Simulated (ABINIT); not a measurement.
## Converging GW for Ga2O3 (R-3c) in ABINIT

What does each rung of G0W0 on Ga2O3 (R-3c) cost, and what does it buy?

Main program and level: ABINIT 10.8.3; PBE and many-body steps on it, plane waves.

## (1) The starting structure

Symmetry: R-3c, No. 167, trigonal system. The conventional cell has a = 4.997 Å, b = 4.997 Å, c = 13.451 Å, α = 90.00°, β = 90.00°, γ = 120.00°. Nearest to Ga lie 6 O at 1.93 to 2.08 Å. O has 4 Ga at 1.93 to 2.08 Å nearest. Farther neighbours and most contacts between anions are not listed.

Coordinates:

```cif
data_structure
_symmetry_space_group_name_H-M 'P 1'
_symmetry_Int_Tables_number 1
_cell_length_a 5.3317
_cell_length_b 5.3317
_cell_length_c 5.3317
_cell_angle_alpha 55.894
_cell_angle_beta 55.894
_cell_angle_gamma 55.894
_cell_volume 96.97
loop_
_atom_site_label
_atom_site_type_symbol
_atom_site_fract_x
_atom_site_fract_y
_atom_site_fract_z
_atom_site_occupancy
Ga1 Ga 0.85559 0.85559 0.85559 1
Ga2 Ga 0.64441 0.64441 0.64441 1
Ga3 Ga 0.14441 0.14441 0.14441 1
Ga4 Ga 0.35559 0.35559 0.35559 1
O5 O 0.75000 0.44683 0.05317 1
O6 O 0.44683 0.05317 0.75000 1
O7 O 0.05317 0.75000 0.44683 1
O8 O 0.25000 0.55317 0.94683 1
O9 O 0.94683 0.25000 0.55317 1
O10 O 0.55317 0.94683 0.25000 1
```

The cell and positions are those that the Materials Project relaxed with its own functionals (PBE, PBE+U or r2SCAN), kept fixed. This is not the form that Ga2O3 usually takes at ambient conditions.

## (2) Empty states on the mesh, 2×2×2 mesh, 555 bands

This step: ABINIT 10.8.3; DFT, PBE, plane waves, norm-conserving pseudopotentials.

The sums over transitions need many empty states on a uniform mesh; this step solves for them.

File run.abi:

```
acell 3*1.0 Angstrom
rprim 
  2.498699193881 1.442624652211 4.483549768500
  -2.498699193881 1.442624652211 4.483549768500
  0.000000000000 -2.885249304422 4.483549768500
ntypat 2
znucl 31 8
natom 10
typat 1 1 1 1 2 2 2 2 2 2
xred 
  0.855585580000 0.855585580000 0.855585580000
  0.644414420000 0.644414420000 0.644414420000
  0.144414420000 0.144414420000 0.144414420000
  0.355585580000 0.355585580000 0.355585580000
  0.750000000000 0.446832820000 0.053167180000
  0.446832820000 0.053167180000 0.750000000000
  0.053167180000 0.750000000000 0.446832820000
  0.250000000000 0.553167180000 0.946832820000
  0.946832820000 0.250000000000 0.553167180000
  0.553167180000 0.946832820000 0.250000000000
pp_dirpath "pseudos"
pseudos "Ga.upf, O.upf"
ecut 45
ngkpt 2 2 2
nshiftk 1
shiftk 0 0 0
kptopt 1
chksymbreak 0
iscf -2
irdden 1
istwfk *1
nband 555
nbdbuf 50
tolwfr 1e-09
nstep 60
prtvol 0
indata_prefix "in"
outdata_prefix "out"
tmpdata_prefix "tmp"
```

Started as:

```
OMP_NUM_THREADS=1 mpirun -n 4 abinit run.abi > log
```

Numbers of over 12 decimals in the logs are rounded to 6 here.

The program printed:

```text
.Version 10.8.3 of ABINIT. v10.8.2 released Aug 2026.

 Symmetries : space group R-3 c (#167); Bravais hR (rhombohedral)
[... echo of the input left out ...]
== DATASET  1 ==================================================================
-   mpi_nproc: 4, omp_nthreads: 1 (-1 if OMP is not activated)

--- !DatasetInfo
iteration_state: {dtset: 1, }
dimensions: {natom: 10, nkpt: 4, mband: 555, nsppol: 1, nspinor: 1, nspden: 1, mpw: 9454, }
cutoff_energies: {ecut:  45.0, pawecutdg:  -1.0, }
[...]
5.98432    5.99268    5.99270    6.00342    6.01528    6.03279    6.03307    6.03464
   6.04533    6.04556    6.04816    6.06117    6.06160    6.07401    6.07645    6.08977
   6.09767    6.11006    6.12649
 prteigrs : prtvol=0 or 1, do not print more k-points.

== END DATASET(S) ==============================================================
================================================================================

 -outvars: echo values of variables after computation  --------
            nband         555
             nkpt           4
          spgroup         167
 [... the other variables as echoed above ...]

 Calculation completed.
```

Run time: 9.5 min. Hardware: 4 MPI ranks of Arm Neoverse V1, shared host; peak memory 0.8 GiB.

Numbers from this step:

* gap: 2.963 eV
* k of the valence top: 0.5, 0.5, 0
* k of the conduction bottom: 0, 0, 0
* least direct gap: 3.066 eV
* k points computed: 4
* lowest point of the top converged band, above the valence top: 149.7078 eV

On this mesh the gap is 2.963 eV.

The density comes from a self-consistent run that is not shown.

## (3) Screening, 2×2×2 mesh, 148 bands, screening to 68.6 eV

The RPA dielectric matrix is built and inverted for each q.

This step: RPA screening on PBE, plane waves, norm-conserving pseudopotentials.

Edit run.abi of step 2 so:

```diff
@@ -28,10 +28,11 @@
 chksymbreak 0
-iscf -2
-irdden 1
 istwfk *1
-nband 555
-nbdbuf 50
-tolwfr 1e-09
-nstep 60
-prtvol 0
+occopt 1
+irdwfk 1
+optdriver 3
+nband 148
+ecuteps 2.52
+inclvkb 2
+awtr 1
+symchi 1
 indata_prefix "in"
```

The program printed:

```text
.Version 10.8.3 of ABINIT. v10.8.2 released Aug 2026.

 Symmetries : space group R-3 c (#167); Bravais hR (rhombohedral)
[... echo of the input left out ...]
== DATASET  1 ==================================================================
-   mpi_nproc: 4, omp_nthreads: 1 (-1 if OMP is not activated)

--- !DatasetInfo
iteration_state: {dtset: 1, }
dimensions: {natom: 10, nkpt: 4, mband: 148, nsppol: 1, nspinor: 1, nspden: 1, mpw: 9454, }
cutoff_energies: {ecut:  45.0, pawecutdg:  -1.0, }
electrons: {nelect:   1.20000000E+02, charge:   0.00000000E+00, occopt:   1.00000000E+00, tsmear:   1.00000000E-02, }

 SCREENING: Calculation of the susceptibility and dielectric matrices

 Based on a program developped by R.W. Godby, V. Olevano, G. Onida, and L. Reining.
 Incorporated in ABINIT by V. Olevano, G.-M. Rignanese, and M. Torrent.
.Using double precision arithmetic ; gwpc =  8

[... cell and pseudopotentials left out ...]
--------------------------------------------------------------------------------

 ==== K-mesh for the wavefunctions ====
 Number of points in the irreducible wedge :     4
[... list of points left out ...]
 Together with 12 symmetry operations and time-reversal symmetry
 yields     8 points in the full Brillouin Zone.

 ==== Q-mesh for the screening function ====
 Number of points in the irreducible wedge :     4
[... list of points left out ...]
 Together with 12 symmetry operations and time-reversal symmetry
 yields     8 points in the full Brillouin Zone.

 setmesh: FFT mesh size selected  =    40x   40x   40
          total number of points  =        64000

 vcoul_init : cutoff-mode = AUXILIARY_FUNCTION
 q-points for optical limit:   1
     1)      0.000010    0.000020    0.000030

- screening: taking advantage of time-reversal symmetry
- Maximum band index for partially occupied states nbvw = 60
- Remaining bands to be divided among processors   nbcw = 88
- Number of bands treated by each node ~22

 Number of electrons calculated from density =  120.0000; Expected =  120.0000
 average of density, n =  0.183377
 r_s =    1.0919
 omega_plasma =   41.3074 [eV]

 calculating chi0 at frequencies [eV] :
  1    0.000000E+00    0.000000E+00
  2    0.000000E+00    4.130738E+01

--------------------------------------------------------------------------------
  q-point number  1        q = ( 0.000000, 0.000000, 0.000000) [r.l.u.]
--------------------------------------------------------------------------------
[... chi0 elements left out ...]
 For q-point:  0.000010 0.000020 0.000030
  dielectric constant =   4.9768
  dielectric constant without local fields =   5.0799

  Average fulfillment of the sum rule on Im[epsilon] for q-point    1 :     28.83  [%]
[... wings left out ...]
  q-point number  2        q = ( 0.500000, 0.000000, 0.000000) [r.l.u.]
--------------------------------------------------------------------------------
[... chi0 elements left out ...]
  Average fulfillment of the sum rule on Im[epsilon] for q-point    2 :     32.08  [%]

 [... 2 further q-points ...]
```

It took 93 s on 4 MPI ranks; peak memory 2.2 GiB; 6.2 min of CPU time.

This step gave:

```
ε∞ with local fields, on this mesh, along the program's q direction : 4.977
the same without local fields                                       : 5.080
plasma frequency                                                    : 41.31 eV
plane waves in the screening matrix                                 : 121
```

Local fields lower ε∞ by 2 %. On a Γ-centred mesh this coarse the value itself is usually too large, while a short band sum pulls it down.

## (4) 148 bands, 68.6 eV

The self-energy is evaluated for the states that the input lists, and the levels follow from it, in one-shot runs by the linearised quasiparticle equation.

This step: G0W0 on PBE, plane waves, norm-conserving pseudopotentials.

Edit run.abi of step 3 so:

```diff
@@ -31,8 +31,21 @@
 irdwfk 1
-optdriver 3
+optdriver 4
 nband 148
+gwcalctyp 0
+ecutsigx 45
+symsigma 1
+nkptgw 4
+kptgw 
+  0.5000000000 0.5000000000 0.0000000000
+  0.0000000000 0.0000000000 0.0000000000
+  0.5000000000 0.0000000000 0.0000000000
+  0.5000000000 0.5000000000 0.5000000000
+bdgw 
+  59 62
+  59 62
+  59 62
+  57 62
 ecuteps 2.52
-inclvkb 2
-awtr 1
-symchi 1
+irdscr 1
+ppmodel 1
 indata_prefix "in"
```

The program printed:

```text
.Version 10.8.3 of ABINIT. v10.8.2 released Aug 2026.

 Symmetries : space group R-3 c (#167); Bravais hR (rhombohedral)
[... echo of the input left out ...]
== DATASET  1 ==================================================================
-   mpi_nproc: 4, omp_nthreads: 1 (-1 if OMP is not activated)

--- !DatasetInfo
iteration_state: {dtset: 1, }
dimensions: {natom: 10, nkpt: 4, mband: 148, nsppol: 1, nspinor: 1, nspden: 1, mpw: 9454, }
cutoff_energies: {ecut:  45.0, pawecutdg:  -1.0, }
electrons: {nelect:   1.20000000E+02, charge:   0.00000000E+00, occopt:   1.00000000E+00, tsmear:   1.00000000E-02, }

 SIGMA: Calculation of the GW corrections

 Based on a program developped by R.W. Godby, V. Olevano, G. Onida, and L. Reining.
 Incorporated in ABINIT by V. Olevano, G.-M. Rignanese, and M. Torrent.
.Using double precision arithmetic ; gwpc =  8

[... cell and pseudopotentials left out ...]
--------------------------------------------------------------------------------

 ==== K-mesh for the wavefunctions ====
 Number of points in the irreducible wedge :     4
[... list of points left out ...]
 Together with 12 symmetry operations and time-reversal symmetry
 yields     8 points in the full Brillouin Zone.

 ==== Q-mesh for screening function ====
 Number of points in the irreducible wedge :     4
[... list of points left out ...]
 Together with 12 symmetry operations and time-reversal symmetry
 yields     8 points in the full Brillouin Zone.

 vcoul_init : cutoff-mode = AUXILIARY_FUNCTION
 q-points for optical limit:   1
     1)      0.000010    0.000020    0.000030
 setmesh: FFT mesh size selected  =    64x   64x   64
          total number of points  =       262144

 Number of electrons calculated from density =  120.0000; Expected =  120.0000
 average of density, n =  0.183377
 r_s =    1.0919
 omega_plasma =   41.3074 [eV]

 === KS Band Gaps ===
  >>>> For spin  1
   Minimum direct gap =   3.0663 [eV], located at k-point      :   0.0000  0.0000  0.0000
   Fundamental gap    =   2.9628 [eV], Top of valence bands at :   0.5000  0.5000  0.0000
                                       Bottom of conduction at :   0.0000  0.0000  0.0000
 SIGMA fundamental parameters:
 PLASMON POLE MODEL  1
 number of plane-waves for SigmaX                 9445
 number of plane-waves for SigmaC and W            121
 number of plane-waves for wavefunctions          9445
 number of bands                                   148
 number of independent spin polarizations            1
 number of spinorial components                      1
 number of k-points in IBZ                           4
 number of q-points in IBZ                           4
 number of symmetry operations                      12
 number of k-points in BZ                            8
 number of q-points in BZ                            8
 number of frequencies for dSigma/dE                 9
 frequency step for dSigma/dE [eV]                0.25
 number of omega for Sigma on real axis              0
 max omega for Sigma on real axis  [eV]           0.00
 zcut for avoiding poles [eV]                     0.10

 EPSILON^-1 parameters (SCR file):
 dimension of the eps^-1 matrix on file            121
 dimension of the eps^-1 matrix used               121
 number of plane-waves for wavefunctions          9445
 number of bands                                   148
 number of q-points in IBZ                           4
 number of frequencies                               2
 number of real frequencies                          1
 number of imag frequencies                          1

 matrix elements of self-energy operator (all in [eV])

 Perturbative Calculation

--- !SelfEnergy_ee
iteration_state: {dtset: 1, }
kpoint     : [   0.500,    0.500,    0.000, ]
spin       : 1
KS_gap     :    6.680
QP_gap     :    8.645
Delta_QP_KS:    1.965
data: !SigmaeeData |
     Band     E0 <VxcDFT>   SigX SigC(E0)      Z dSigC/dE  Sig(E)    E-E0       E
       59   5.594 -21.402 -26.059   4.675   0.810  -0.234 -21.388   0.014   5.608
       60   5.701 -21.146 -25.902   4.761   0.809  -0.236 -21.142   0.005   5.705
       61  12.381 -18.003 -12.365  -3.298   0.842  -0.188 -16.034   1.970  14.350
       62  12.578 -18.295 -12.612  -3.136   0.839  -0.191 -16.157   2.138  14.716

--- !SelfEnergy_ee
iteration_state: {dtset: 1, }
kpoint     : [   0.000,    0.000,    0.000, ]
spin       : 1
KS_gap     :    3.066
QP_gap     :    4.286
Delta_QP_KS:    1.220
data: !SigmaeeData |
     Band     E0 <VxcDFT>   SigX SigC(E0)      Z dSigC/dE  Sig(E)    E-E0       E
       59   5.597 -20.676 -25.396   4.752   0.808  -0.237 -20.651   0.025   5.622
       60   5.597 -20.676 -25.396   4.752   0.808  -0.237 -20.651   0.025   5.622
[...]
--- !SelfEnergy_ee
iteration_state: {dtset: 1, }
kpoint     : [   0.500,    0.000,    0.000, ]
spin       : 1
KS_gap     :    6.550
QP_gap     :    8.481
Delta_QP_KS:    1.931
data: !SigmaeeData |
     Band     E0 <VxcDFT>   SigX SigC(E0)      Z dSigC/dE  Sig(E)    E-E0       E
[...]
--- !SelfEnergy_ee
iteration_state: {dtset: 1, }
kpoint     : [   0.500,    0.500,    0.500, ]
spin       : 1
KS_gap     :    6.157
QP_gap     :    7.939
Delta_QP_KS:    1.783
data: !SigmaeeData |
     Band     E0 <VxcDFT>   SigX SigC(E0)      Z dSigC/dE  Sig(E)    E-E0       E
[...]
60   5.545 -21.051 -25.785   4.732   0.809  -0.236 -21.053  -0.002   5.544
       61  11.702 -17.452 -12.188  -3.151   0.843  -0.187 -15.671   1.781  13.483
       62  11.702 -17.452 -12.188  -3.151   0.843  -0.187 -15.671   1.781  13.483

 New Fermi energy :        2.869025E-01 Ha ,    7.807015E+00 eV

 === QP Band Gaps ===
  >>>> For spin  1
   Minimum direct gap =   4.2863 [eV], located at k-point      :   0.0000  0.0000  0.0000
   Fundamental gap    =   4.2034 [eV], Top of valence bands at :   0.5000  0.5000  0.0000
                                       Bottom of conduction at :   0.0000  0.0000  0.0000

== END DATASET(S) ==============================================================
================================================================================

 -outvars: echo values of variables after computation  --------
           etotal      0.0000000000E+00
            nband         148
             nkpt           4
          spgroup         167
 [... the other variables as echoed above ...]

 Calculation completed.
```

Elapsed: 13 s, on 4 MPI ranks; peak memory 1.8 GiB; 50 s of CPU time.

Numbers from this step:

| Property | Result |
| --- | --- |
| G0W0 gap on the mesh | 4.204 eV |
| starting gap on the mesh | 2.963 eV |
| k of the valence top | 0.5, 0.5, 0 |
| k of the conduction bottom | 0, 0, 0 |
| Z at the valence top | 0.809 |
| Z at the conduction bottom | 0.853 |
| least direct G0W0 gap on the computed points | 4.287 eV |

The gap on the mesh goes from 2.96 eV to 4.20 eV, a correction of +1.24 eV.

## (5) Screening, 2×2×2 mesh, 194 bands, screening to 90.6 eV

This step: RPA screening on PBE, plane waves, norm-conserving pseudopotentials.

Edit run.abi of step 4 so:

```diff
@@ -31,21 +31,8 @@
 irdwfk 1
-optdriver 4
-nband 148
-gwcalctyp 0
-ecutsigx 45
-symsigma 1
-nkptgw 4
-kptgw 
-  0.5000000000 0.5000000000 0.0000000000
-  0.0000000000 0.0000000000 0.0000000000
-  0.5000000000 0.0000000000 0.0000000000
-  0.5000000000 0.5000000000 0.5000000000
-bdgw 
-  59 62
-  59 62
-  59 62
-  57 62
-ecuteps 2.52
-irdscr 1
-ppmodel 1
+optdriver 3
+nband 194
+ecuteps 3.33
+inclvkb 2
+awtr 1
+symchi 1
 indata_prefix "in"
```

The program printed:

```text
.Version 10.8.3 of ABINIT. v10.8.2 released Aug 2026.

 Symmetries : space group R-3 c (#167); Bravais hR (rhombohedral)
[... echo of the input left out ...]
== DATASET  1 ==================================================================
-   mpi_nproc: 4, omp_nthreads: 1 (-1 if OMP is not activated)

--- !DatasetInfo
iteration_state: {dtset: 1, }
dimensions: {natom: 10, nkpt: 4, mband: 194, nsppol: 1, nspinor: 1, nspden: 1, mpw: 9454, }
cutoff_energies: {ecut:  45.0, pawecutdg:  -1.0, }
electrons: {nelect:   1.20000000E+02, charge:   0.00000000E+00, occopt:   1.00000000E+00, tsmear:   1.00000000E-02, }

 SCREENING: Calculation of the susceptibility and dielectric matrices

 Based on a program developped by R.W. Godby, V. Olevano, G. Onida, and L. Reining.
 Incorporated in ABINIT by V. Olevano, G.-M. Rignanese, and M. Torrent.
.Using double precision arithmetic ; gwpc =  8

[... cell and pseudopotentials left out ...]
--------------------------------------------------------------------------------

 ==== K-mesh for the wavefunctions ====
 Number of points in the irreducible wedge :     4
[... list of points left out ...]
 Together with 12 symmetry operations and time-reversal symmetry
 yields     8 points in the full Brillouin Zone.

 ==== Q-mesh for the screening function ====
 Number of points in the irreducible wedge :     4
[... list of points left out ...]
 Together with 12 symmetry operations and time-reversal symmetry
 yields     8 points in the full Brillouin Zone.

 setmesh: FFT mesh size selected  =    40x   40x   40
          total number of points  =        64000

 vcoul_init : cutoff-mode = AUXILIARY_FUNCTION
 q-points for optical limit:   1
     1)      0.000010    0.000020    0.000030

- screening: taking advantage of time-reversal symmetry
- Maximum band index for partially occupied states nbvw = 60
- Remaining bands to be divided among processors   nbcw = 134
- Number of bands treated by each node ~33

 Number of electrons calculated from density =  120.0000; Expected =  120.0000
 average of density, n =  0.183377
 r_s =    1.0919
 omega_plasma =   41.3074 [eV]

 calculating chi0 at frequencies [eV] :
  1    0.000000E+00    0.000000E+00
  2    0.000000E+00    4.130738E+01

--------------------------------------------------------------------------------
  q-point number  1        q = ( 0.000000, 0.000000, 0.000000) [r.l.u.]
--------------------------------------------------------------------------------
[... chi0 elements left out ...]
 For q-point:  0.000010 0.000020 0.000030
  dielectric constant =   4.9887
  dielectric constant without local fields =   5.1101

  Average fulfillment of the sum rule on Im[epsilon] for q-point    1 :     36.13  [%]
[... wings left out ...]
  q-point number  2        q = ( 0.500000, 0.000000, 0.000000) [r.l.u.]
--------------------------------------------------------------------------------
[... chi0 elements left out ...]
  Average fulfillment of the sum rule on Im[epsilon] for q-point    2 :     39.31  [%]

 [... 2 further q-points ...]
```

Elapsed: 2.3 min, on 4 MPI ranks; peak memory 2.4 GiB.

This step gave:

```
ε∞ with local fields, on this mesh, along the program's q direction : 4.989
the same without local fields                                       : 5.110
plasma frequency                                                    : 41.31 eV
plane waves in the screening matrix                                 : 175
```

(Part 1 of 2 ends here.)

[Paths, hosts, dates, memory and timing lines, banners, echoed tables and standing remarks are left out of the program output.]

[Logs are printed without paths, hosts, clocks, repeated set-up lines and the standing remarks that a program may print on its own settings, such as how far it seeks lower states.]

[Runs of the session that timed out or met a known fault of the program may be left out.]

[Hosts, paths, dates, database ids (printed as entryN), source tags and the programs' standing remarks are cut or masked in the printed files.]

[G0W0 gaps are taken among the corrected bands and points alone; a level outside them can change the order at an edge.]

[Where Ansatz stands beside ABINIT at settings called matched, ABINIT's density can come from a denser mesh and the files from another edition; pairs whose starting gaps differed by over 0.03 eV were left out, so agreement reads better than it is.]
